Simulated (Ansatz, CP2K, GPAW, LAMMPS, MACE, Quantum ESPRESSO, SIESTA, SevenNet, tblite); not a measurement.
# tblite on glassy 70P2O5-10Al2O3-20CaO (mol %) (58 atoms): settings against a plane-wave reference

Wanted: tblite inputs and outputs for glassy 70P2O5-10Al2O3-20CaO (mol %) (58 atoms), checked against a plane-wave reference.

Main program and level: tblite 0.8.0; the method is named at each step.

## 1. The starting structure

The cell holds 58 atoms: 14 P, 2 Al, 2 Ca and 40 O. Its edges and angles: a = 9.332 Å, b = 9.332 Å, c = 9.332 Å, α = 90.0°, β = 90.0°, γ = 90.0°. 58 atoms (14 P, 2 Al, 2 Ca, 40 O) placed at random at 2.49 g/cm³, melted at 4000 K for 10 ps at fixed volume with the Morse and Coulomb pair potential with partial charges (Pedone, Malavasi, Menziani, Cormack and Segre, J. Phys. Chem. B 110, 11780 (2006)). Quenched from 4000 K to 300 K at 5 K/ps and fixed volume, held 10 ps at zero pressure.

The yardstick, on the same geometry:

```
method                                           : Kohn-Sham DFT, PBE, SSSP efficiency 1.3.0 pseudopotentials, plane waves (Quantum ESPRESSO 7.5); sssp-pbe-1.3.0-efficiency, cutoffs 60/480 Ry, Γ point
r.m.s. force component                           : 1.709 eV/Å
longest force                                    : 7.441 eV/Å
pressure                                         : 2.23 GPa
gap (highest filled to lowest empty level) : 0.7053 eV
time                                             : 2.3 min on 2 MPI ranks of Arm Neoverse V2, shared host
CPU time                                         : 4.6 min
```

## 2. GFN1-xTB

Method: GFN1-xTB tight binding, diagonalisation.

File run.py:

```python
import numpy as np
from ase.io import read
from tblite.ase import TBLite

atoms = read("structure.xyz")
atoms.calc = TBLite(method="GFN1-xTB", electronic_temperature=580, accuracy=1.0, max_iterations=250, mixer_damping=0.4, verbosity=1)
energy = atoms.get_potential_energy()
forces = atoms.get_forces()
print(f"energy {energy:.6f} eV")
print("forces (eV/A)")
for i, (a, f) in enumerate(zip(atoms, forces)):
    print(f"{i:4d} {a.symbol:2s} {f[0]:10.5f} {f[1]:10.5f} {f[2]:10.5f}")
stress = -atoms.get_stress(voigt=False) * 160.21766
print("stress (GPa, compression positive)")
for row in stress:
    print(" ".join(f"{x:10.4f}" for x in row))
print("charges (e)")
print(np.array2string(atoms.get_charges(), precision=4, suppress_small=True, max_line_width=110, threshold=100000))
```

File structure.xyz:

```xyz
58
Lattice="9.33176 0.00000 0.00000 0.00000 9.33176 0.00000 0.00000 0.00000 9.33176" Properties=species:S:1:pos:R:3 pbc="T T T"
P 8.97099 5.21141 0.39641
P 2.28423 1.99214 0.95623
P 9.13038 2.51314 8.50917
P 4.82265 8.29789 4.67335
P 3.46768 5.52020 4.83926
P 1.68513 8.27914 1.51828
P 5.76451 4.24026 6.63889
P 6.69647 6.98660 1.44138
P 7.65578 8.74022 5.78886
P 5.85904 2.94660 2.65685
P 3.79532 6.03914 1.72722
P 1.77499 2.88967 3.90954
P 2.80466 0.94129 6.01759
P 5.04858 2.43932 9.07822
Al 8.17639 2.48299 4.99165
Al 7.18350 0.17954 8.82635
Ca 9.27745 6.33841 3.77106
Ca 0.94671 7.32823 7.20766
O 3.59301 1.93373 6.88647
O 8.33112 1.40798 9.04957
O 2.23654 6.13199 5.50900
O 0.33342 3.12334 4.16962
O 4.64106 8.43376 3.22095
O 5.78550 2.86840 1.09704
O 7.24863 7.05145 2.80559
O 1.94810 2.53525 2.36280
O 4.47980 4.61885 5.80594
O 3.57509 5.96094 3.23999
O 8.55256 3.77274 9.17835
O 7.51533 8.76066 7.32674
O 2.77695 7.20664 1.30813
O 0.49682 5.68715 8.60388
O 8.70998 7.64747 5.50378
O 0.41293 5.17353 1.68662
O 1.19167 2.37260 9.29079
O 7.70598 5.95357 0.65229
O 0.62541 8.10342 0.54283
O 8.17835 0.76156 5.34327
O 2.63706 4.11036 4.29625
O 5.38265 3.54887 8.06432
O 9.21661 2.65479 7.02066
O 4.41700 6.90466 5.14413
O 6.79436 8.31068 0.72573
O 6.69600 3.27601 5.95002
O 1.83098 0.28919 6.94554
O 5.83058 4.39153 2.96582
O 6.52383 5.49967 6.93686
O 3.67727 2.10702 0.34509
O 4.64666 2.19343 3.14611
O 2.20957 1.68980 4.81453
O 7.08066 2.35142 3.35355
O 3.89517 9.28407 5.44060
O 5.25611 6.40719 1.34415
O 2.20593 0.42021 1.21126
O 5.77356 1.19642 8.58494
O 3.42074 4.78197 1.00671
O 1.22321 8.16268 2.93027
O 6.23016 8.58093 5.20292
```

Launch:

```bash
$ OMP_NUM_THREADS=1 python run.py > output.txt
```

The program printed:

```text
------------------------------------------------------------
  cycle        total energy    energy error   density error
------------------------------------------------------------
      1     -215.1831054693  -2.1615863E+02   1.0356911E+00
      2     -207.3647671327   7.8183383E+00   1.0086387E+00
      3     -215.2961325367  -7.9313654E+00   6.2574741E-01
      4     -230.8531385220  -1.5557006E+01   1.8200525E-01
      5     -230.1530967890   7.0004173E-01   1.4682070E-01
      6     -231.7874789712  -1.6343822E+00   3.9186165E-02
      7     -231.7600512431   2.7427728E-02   3.6993248E-02
      8     -231.8197487598  -5.9697517E-02   1.8775026E-02
      9     -231.8287340919  -8.9853321E-03   9.7615358E-03
     10     -231.8317143422  -2.9802503E-03   5.4514690E-03
     11     -231.8335858600  -1.8715178E-03   1.3066419E-03
     12     -231.8336319856  -4.6125544E-05   7.5840548E-04
     13     -231.8336659110  -3.3925438E-05   2.1289950E-04
     14     -231.8336665298  -6.1884089E-07   1.2259666E-04
     15     -231.8336668318  -3.0197052E-07   9.1926460E-05
     16     -231.8336673576  -5.2580174E-07   2.7376627E-05
     17     -231.8336673796  -2.1975552E-08   1.8826558E-05
------------------------------------------------------------
 total:                                   2.094 sec
energy -6308.515417 eV
forces (eV/A)
   0 P     4.65829    0.05855    0.86017
   1 P    -0.49672   -3.06976    0.59869
   2 P    -0.98475    1.04534   -2.94650
   3 P    -1.85283    0.12760   -3.65823
   4 P    -0.62750    1.68254    1.18470
   5 P    -2.66816   -0.90888    1.62149
   6 P     3.84372    3.49571   -0.30124
   7 P     2.25609    0.32486    0.95741
   8 P     2.81618    0.02049    1.51875
   9 P    -3.26647    0.71384    5.15311
  10 P    -1.96603   -3.74546   -2.06900
  11 P     1.25830    1.00190    1.76977
  12 P     3.17467    1.86116    6.69684
  13 P     5.21856   -0.22697    0.42109
  14 Al   -2.32402   -0.14292   -0.95280
  15 Al   -0.76455   -1.08435    0.11680
  16 Ca   -0.07278    0.62960   -0.71043
  17 Ca   -0.10042    0.05725   -0.27028
  18 O    -0.47675   -0.70705   -1.15477
  19 O    -0.36396   -1.81954    1.00315
  20 O    -0.44993   -0.46512    0.33015
  21 O    -0.82657    0.39155   -0.00087
  22 O     0.70748    0.43228    0.15492
  23 O     0.18914   -0.61004   -5.34177
[...]
50 O     3.27580   -1.26734    0.86197
  51 O    -0.36705   -0.08958    0.17531
  52 O     0.18774    0.82306   -0.60576
  53 O     1.46597    2.77239   -0.23447
  54 O    -1.35516   -0.23135    0.17619
  55 O     0.36046    1.45689    0.58005
  56 O    -0.28694   -0.18446    1.10789
  57 O     0.88626   -0.31175    0.21719
stress (GPa, compression positive)
    4.4727     0.9297    -0.5271
    0.9297     4.9408     0.1524
   -0.5271     0.1524     1.2696
charges (e)
[ 0.55    0.5719  0.557   0.5531  0.579   0.5493  0.558   0.5614  0.5555  0.5491  0.5617  0.5634  0.5478
  0.5688  0.6515  0.669   0.8246  0.8061 -0.4367 -0.2745 -0.3264 -0.2506 -0.3621 -0.2252 -0.2895 -0.1071
 -0.1768 -0.1805 -0.2064 -0.3154 -0.1959 -0.3407 -0.296  -0.3731 -0.1401 -0.1945 -0.3588 -0.2958 -0.1924
 -0.1548 -0.2976 -0.2487 -0.2718 -0.2866 -0.3512 -0.4758 -0.3946 -0.0711 -0.4898 -0.1562 -0.3681 -0.201
 -0.1394 -0.1913 -0.2787 -0.3646 -0.3396 -0.1575]
```

Run time: 2.5 s. Hardware: 1 thread of Arm Neoverse V2, shared host; peak memory 0.12 GiB.

Banners, paths, timers and routine set-up lines are dropped from the logs unmarked, and long logs keep their key lines alone; longer cuts are marked.

Numbers from this run, and their distance from the reference:

```yaml
r_m_s_force_component: 1.623 eV/Å
r_m_s_difference_of_force_components: 492.4 meV/Å
longest_difference_of_force_vectors: 2496 meV/Å
force_difference_over_r_m_s_force: 28.8 %
slope_of_forces_against_the_reference_s: 0.9094
correlation_of_force_components: 0.9577
pressure: 3.561 GPa
pressure_difference: 1.331 GPa
```

Length of the force difference by element (eV/Å):

```csv
element,atoms,mean,most
Al,2,0.95,1.3
Ca,2,0.82,0.97
O,40,0.60,1.2
P,14,1.2,2.5
```

Local excerpt of 11 atoms (numbers count through the whole input) about Al15, one of the 2 Al atoms; x, y, z are measured from there.

| atom | x | y | z | distance (Å) | bonds | Mulliken charge (e) | Fx | Fy | Fz (eV/Å) |
| --- | --- | --- | --- | --- | --- | --- | --- | --- | --- |
| Al15 | 0.00 | 0.00 | 0.00 | 0.00 | 4 | 0.65 | -2.32 | -0.14 | -0.95 |
| O38 | 0.00 | -1.72 | 0.35 | 1.76 | 2 | -0.30 | 0.22 | 0.43 | -0.68 |
| O22 | 1.49 | 0.64 | -0.82 | 1.82 | 2 | -0.25 | -0.83 | 0.39 | 0.00 |
| O44 | -1.48 | 0.79 | 0.96 | 1.93 | 2 | -0.29 | 0.47 | -1.50 | -0.80 |
| O51 | -1.10 | -0.13 | -1.64 | 1.98 | 2 | -0.37 | 3.28 | -1.27 | 0.86 |
| O41 | 1.04 | 0.17 | 2.03 | 2.29 | 1 | -0.30 | 0.41 | 0.00 | 1.00 |
| P12 | 2.93 | 0.41 | -1.08 | 3.15 | 4 | 0.56 | 1.26 | 1.00 | 1.77 |
| P9 | -0.52 | -3.07 | 0.80 | 3.22 | 4 | 0.56 | 2.82 | 0.02 | 1.52 |
| P10 | -2.32 | 0.46 | -2.33 | 3.32 | 4 | 0.55 | -3.27 | 0.71 | 5.15 |
| P7 | -2.41 | 1.76 | 1.65 | 3.41 | 4 | 0.56 | 3.84 | 3.50 | -0.30 |
| O50 | 3.36 | -0.79 | -0.18 | 3.46 | 2 | -0.16 | -1.08 | 0.66 | -2.96 |

Atoms are counted from 1 here, from 0 in the log.

Forces lie 29 % from the reference's, at 0.0090 times its CPU time (on 1 against 2 cores).

## 3. What came out

```json
{
 "force difference from the reference": "tblite GFN1-xTB, 29 %",
 "its CPU time": "2.5 s"
}
```

**Reading.** Tight binding differs by 29 % (tblite GFN1-xTB); it is another model, with fitted parameters of its own, and the xTB methods hold dispersion. One electronic-structure run takes under half the reference's CPU time: tblite GFN1-xTB, at 29 % in 2.5 s against 4.6 min. Periodic xTB results under one method name differ between programs and library versions. The reference's pressure holds the uncorrected Pulay stress of its 60 Ry basis, so small pressure differences, and their order, may be the reference's own error. In our tests on small cells the SSSP efficiency potentials stood apart from two norm-conserving sets, for C–F bonds most and for P–O bonds less, so differences between them and other runs here needn't be the other run's error. The quench rate of 5 K/ps is many orders above laboratory rates, so the cell is likely richer in defects and strain than a real sample. The network of bonds at the start is that of the classical potential that made the cell, and needn't be the one that DFT or experiment would give. The reference's stress is far from hydrostatic: its diagonal is 3.1, 3.5, 0.1 GPa, compression counted positive. The electronic-structure runs sample only Γ, in a cell whose shortest periodic width is 9 Å.

[Also dropped from logs without a mark: logging warnings of Python, and SIESTA's first energy breakdown and zero terms.]

[Logs are printed without paths, hosts, clocks, repeated set-up lines and the standing remarks that a program may print on its own settings, such as how far it seeks lower states.]

[Hosts, paths, dates, database ids (printed as entryN), source tags and the programs' standing remarks are cut or masked in the printed files.]
